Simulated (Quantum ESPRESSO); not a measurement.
## SiC (Moissanite 3C): from Born charge to LO-TO splitting

Aim: work out the LO frequency and the static dielectric constant of SiC (Moissanite 3C) from one linear-response run, then check them.

Program: Quantum ESPRESSO 7.5. Level of theory: DFT LDA, scalar-relativistic, plane waves, JTH PAW pseudopotentials. Results are calculated unless marked as measured.

### Step 1. The relaxed structure

It takes space group F-43m (No. 216, cubic). The conventional cell has a = 4.327 Å, b = 4.327 Å, c = 4.327 Å, α = 90.00°, β = 90.00°, γ = 90.00°. Nearest to Si lie 4 C at 1.87 Å. C has 4 Si at 1.87 Å nearest. Farther neighbours are not listed.

Coordinates:

```xyz
2
Lattice="-2.1635 0.0000 2.1635 0.0000 2.1635 2.1635 -2.1635 2.1635 0.0000" Properties=species:S:1:pos:R:3 pbc="T T T"
Si    0.0000    0.0000    0.0000
C    -1.0817    1.0817    1.0817
```

This is the cell after its relaxation at this level of theory, not the database cell from which that began.

### Step 2. What the response run gave

A linear-response run on the relaxed cell, with the response to an electric field; only its zone-centre results are used. Cutoff 60 Ry, k mesh 12×12×12.

Log:

```text
[banners, grids, parts of the stress and lines that vanish by symmetry left out]
Program PHONON v.7.5
     Reading xml data from directory:

[...]
Exchange-correlation= PW
                           (   1   4   0   0   0   0   0)
[...]
kinetic-energy cut-off    =      60.0000  Ry
     charge density cut-off    =     480.0000  Ry
     convergence threshold     =      1.0E-18
[...]
Exchange-correlation= PW
                           (   1   4   0   0   0   0   0)
[...]
q = (   0.0000000   0.0000000   0.0000000 )
     25 Sym.Ops. (with q -> -q+G )
     G cutoff =  812.9209  (  24309 G-vectors)     FFT grid: ( 45, 45, 45)
     G cutoff =  406.4604  (   8609 G-vectors)  smooth grid: ( 30, 30, 30)
     number of k points=    72
[...]
Mode symmetry, T_d (-43m)  point group:
[...]
Dielectric constant
[...]
End of electric fields calculation
          Dielectric constant in cartesian axis
          (       6.934798428       0.000000000       0.000000000 )
          (       0.000000000       6.934798428      -0.000000000 )
          (       0.000000000       0.000000000       6.934798428 )
          Effective charges (d Force / dE) in cartesian axis without acoustic sum rule applied (asr)
           atom    1  Si    Mean Z*:        2.71014
      Ex  (        2.71014       -0.00000        0.00000 )
      Ey  (        0.00000        2.71014        0.00000 )
      Ez  (        0.00000        0.00000        2.71014 )
           atom    2  C     Mean Z*:       -2.71128
      Ex  (       -2.71128        0.00000       -0.00000 )
      Ey  (        0.00000       -2.71128       -0.00000 )
      Ez  (       -0.00000       -0.00000       -2.71128 )
          Effective charges Sum: Mean:       -0.00114
[...]
Effective charges (d Force / dE) in cartesian axis with asr applied:
           atom    1  Si    Mean Z*:        2.71071
[...]
atom    2  C     Mean Z*:       -2.71071
[...]
Representation #   1 modes #   1   2   3
[...]
End of self-consistent calculation
     Convergence has been achieved
     Representation #   2 modes #   4   5   6
[...]
End of self-consistent calculation
     Convergence has been achieved
[...]
Dielectric constant in cartesian axis
          (       6.934798428       0.000000000       0.000000000 )
          (       0.000000000       6.934798428      -0.000000000 )
          (       0.000000000       0.000000000       6.934798428 )
          Effective charges (d Force / dE) in cartesian axis without acoustic sum rule applied (asr)
           atom    1  Si    Mean Z*:        2.71014
      Ex  (        2.71014       -0.00000        0.00000 )
      Ey  (        0.00000        2.71014        0.00000 )
      Ez  (        0.00000        0.00000        2.71014 )
           atom    2  C     Mean Z*:       -2.71128
      Ex  (       -2.71128        0.00000       -0.00000 )
      Ey  (        0.00000       -2.71128       -0.00000 )
      Ez  (       -0.00000       -0.00000       -2.71128 )
          Effective charges Sum: Mean:       -0.00114
[...]
Effective charges (d Force / dE) in cartesian axis with asr applied:
           atom    1  Si    Mean Z*:        2.71071
[...]
atom    2  C     Mean Z*:       -2.71071
[...]
q = (    0.000000000   0.000000000   0.000000000 )
[...]
freq (    1) =       0.006491 [THz] =       0.216501 [cm-1]
     freq (    2) =       0.006491 [THz] =       0.216501 [cm-1]
     freq (    3) =       0.006491 [THz] =       0.216501 [cm-1]
     freq (    4) =      23.946941 [THz] =     798.783956 [cm-1]
     freq (    5) =      23.946941 [THz] =     798.783956 [cm-1]
     freq (    6) =      23.946941 [THz] =     798.783956 [cm-1]
[...]
Mode symmetry, T_d (-43m)  point group:
     freq (   1-   3) =          0.2  [cm-1]   --> T_2  G_15 P_4   I+R
     freq (   4-   6) =        798.8  [cm-1]   --> T_2  G_15 P_4   I+R

   JOB DONE.
```

| quantity | value |
| --- | --- |
| cell volume Ω (Å³) | 20.253 |
| mass of Si (u) | 28.085 |
| mass of C (u) | 12.011 |
| Born charge of Si, raw (e) | 2.710 |
| Born charge of C, raw (e) | -2.711 |
| ε∞ | 6.935 |
| ω(TO) after the sum rule (cm⁻¹) | 798.8 |

### Step 3. The calculation

The charges must sum to zero over the cell; taking off their mean, -0.001 e, leaves Z* = 2.711 e on Si. In the polar mode Si moves against C, so the reduced mass is μ = 28.09 × 12.01 / 40.10 = 8.413 u.

A longitudinal wave builds up a field that adds to the restoring force: ω(LO)² = ω(TO)² + 4π Z*² / (μ Ω ε∞), in Hartree atomic units. With μ = 15336 electron masses and Ω = 136.68 bohr³ the second term is 6.3524e-06 Ha², or 305988 cm⁻² (1 Ha = 219474.6 cm⁻¹).

So ω(LO) = √(638049 + 305988) = 971.6 cm⁻¹, and by the Lyddane-Sachs-Teller relation ε₀ = ε∞ (ω(LO)/ω(TO))² = 10.26.

### Step 4. Check against the program

The analysis program adds the same non-analytic term to the full matrix, here for q along (1 0 0).

Log:

```text
[banner, memory and clock lines left out]
Program DYNMAT v.7.5

     Reading Dynamical Matrix from file g.dyn
     ...Force constants read
     ...epsilon and Z* read

     Polarizability (A^3 units)
     multiply by 0.335766 for Clausius-Mossotti correction
         9.565104    0.000000    0.000000
         0.000000    9.565104    0.000000
         0.000000   -0.000000    9.565104

     IR activities are in (D/A)^2/amu units

# mode   [cm-1]    [THz]      IR
    1     -0.00   -0.0000    0.0000
    2      0.00    0.0000    0.0000
    3      0.00    0.0000    0.0000
    4    798.78   23.9469   20.1503
    5    798.78   23.9469   20.1503
    6    971.62   29.1284   20.1503
```

ε₀ comes from the program's run without a direction of q.

| quantity | by hand | program |
| --- | --- | --- |
| ω(LO) (cm⁻¹) | 971.6 | 971.6 |
| ε₀ | 10.26 | 10.26 |

### Step 5. Results

| Quantity | Value |
| --- | --- |
| TO mode | 798.8 cm⁻¹ |
| LO mode | 971.6 cm⁻¹ |
| static dielectric constant | 10.26 |

In words: The LO mode of SiC (Moissanite 3C) lies at 972 cm⁻¹, 173 cm⁻¹ above the TO mode; the formula meets the program within 0.1 cm⁻¹, as it must for a cubic crystal with one polar mode. ω(LO)² − ω(TO)² goes with Z*²/ε∞: an error of 5 % in ε∞ would move the LO mode by 7.5 cm⁻¹, and semilocal functionals tend to overestimate ε∞. These are harmonic values at zero temperature, at the volume of this functional, for the structure held cubic; stability elsewhere in the zone is no part of this calculation.

[Host names and launcher messages were left out of these logs when they were recorded.]

[Logs are printed without paths, hosts, clocks, repeated set-up lines and the standing remarks that a program may print on its own settings, such as how far it seeks lower states.]

[Hosts, paths, dates, database ids (printed as entryN), source tags and the programs' standing remarks are cut or masked in the printed files.]
